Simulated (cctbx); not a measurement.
**Accept or mend?**

Cell a = 3.0080 Å, b = 3.0080 Å, c = 14.1530 Å, α = 90.00°, β = 90.00°, γ = 120.00°; space group P6_3/mmc (no. 194).

Simulated single-crystal data (cctbx): Mo Kα, λ = 0.71073 Å, to d = 0.7 Å, 80 % of the full sphere, strongest reflection 20000 counts, noise from counting, a 2 % proportional error and a noise floor of 2 counts (s.d.); no absorption.

An anisotropic refinement with weights 1/σ² prints:

```text
Rint 0.021, 94 unique reflections to 0.70 A
cycle     R1     wR2    GooF  max shift (A)
   1  0.0328  0.0815   6.692   0.00123
   2  0.0228  0.0567   4.656   0.00000
final R1 0.0228 wR2 0.0567 GooF 4.656  parameters 5  data/parameter 18.8
atom        x        y        z      Ueq    occ   su(xyz)  su(Uiso or U11)
Pt1    0.66667  0.33333  0.92469   0.0026  1.000  0.00005  0.0003
Cd1    0.33333  0.66667  0.75000   0.0112  1.000  0.00000  0.0006
difference map: max 15.23 min -0.96 rms 0.63
Q1    0.0000  0.0000  0.0000    2   15.23  2.04 A from Pt1
Q2    0.0000  0.0000  0.0681    4    1.25  1.74 A from Pt1
Q3    0.3333  0.6667  0.6294    4    0.98  1.71 A from Cd1
Q4    0.3333  0.6667  0.0619    4    0.95  0.19 A from Pt1
Q5    0.1565  0.3130  0.0449   12    0.76  1.02 A from Pt1
Q6    0.1647  0.5824  0.7500    6    0.56  0.44 A from Cd1
```

Q: Accept it or mend it, and why?

Mend it. The fault: an atom left out, B at (0, 0, 0). Against the right model at the same level, R1 goes from 0.0052 to 0.0228 and GooF from 0.99 to 4.66 and the top difference peak, 15.2 e/Å³, lies 2.04 Å from Pt1. Q1 is the missing atom. With scattering power missing, scale and phases suffer, so peaks may also grow on the heavy atoms.

The compound is CdBPt2. The right model at the same level gives:

```text
Rint 0.021, 94 unique reflections to 0.70 A
cycle     R1     wR2    GooF  max shift (A)
   1  0.0251  0.0578   4.803   0.00139
   2  0.0052  0.0119   0.988   0.00000
final R1 0.0052 wR2 0.0119 GooF 0.988  parameters 7  data/parameter 13.4
atom        x        y        z      Ueq    occ   su(xyz)  su(Uiso or U11)
Pt1    0.66667  0.33333  0.92470   0.0026  1.000  0.00001  0.0001
Cd1    0.33333  0.66667  0.75000   0.0111  1.000  0.00000  0.0001
B1     0.00000  0.00000  0.00000   0.0076  1.000  0.00000  0.0015
difference map: max 0.74 min -0.45 rms 0.15
Q1    0.3333  0.6667  0.6325    4    0.74  1.66 A from Cd1
Q2    0.0000  0.0000  0.0484    4    0.65  0.69 A from B1
Q3    0.1389  0.2778  0.2500    6    0.51  1.51 A from Cd1
Q4    0.0424  0.5212  0.1844   12    0.48  1.35 A from Cd1
Q5    0.0000  0.0000  0.1723    4    0.47  2.06 A from Cd1
Q6    0.1673  0.3346  0.6788   12    0.42  1.33 A from Cd1
```

The model was made for the exercise: a known structure type with other elements put in, its volume estimated, not relaxed; displacement parameters are assumed.

[Middle refinement cycles are left out of these outputs.]

[Logs are printed without paths, hosts, clocks, repeated set-up lines and the standing remarks that a program may print on its own settings, such as how far it seeks lower states.]
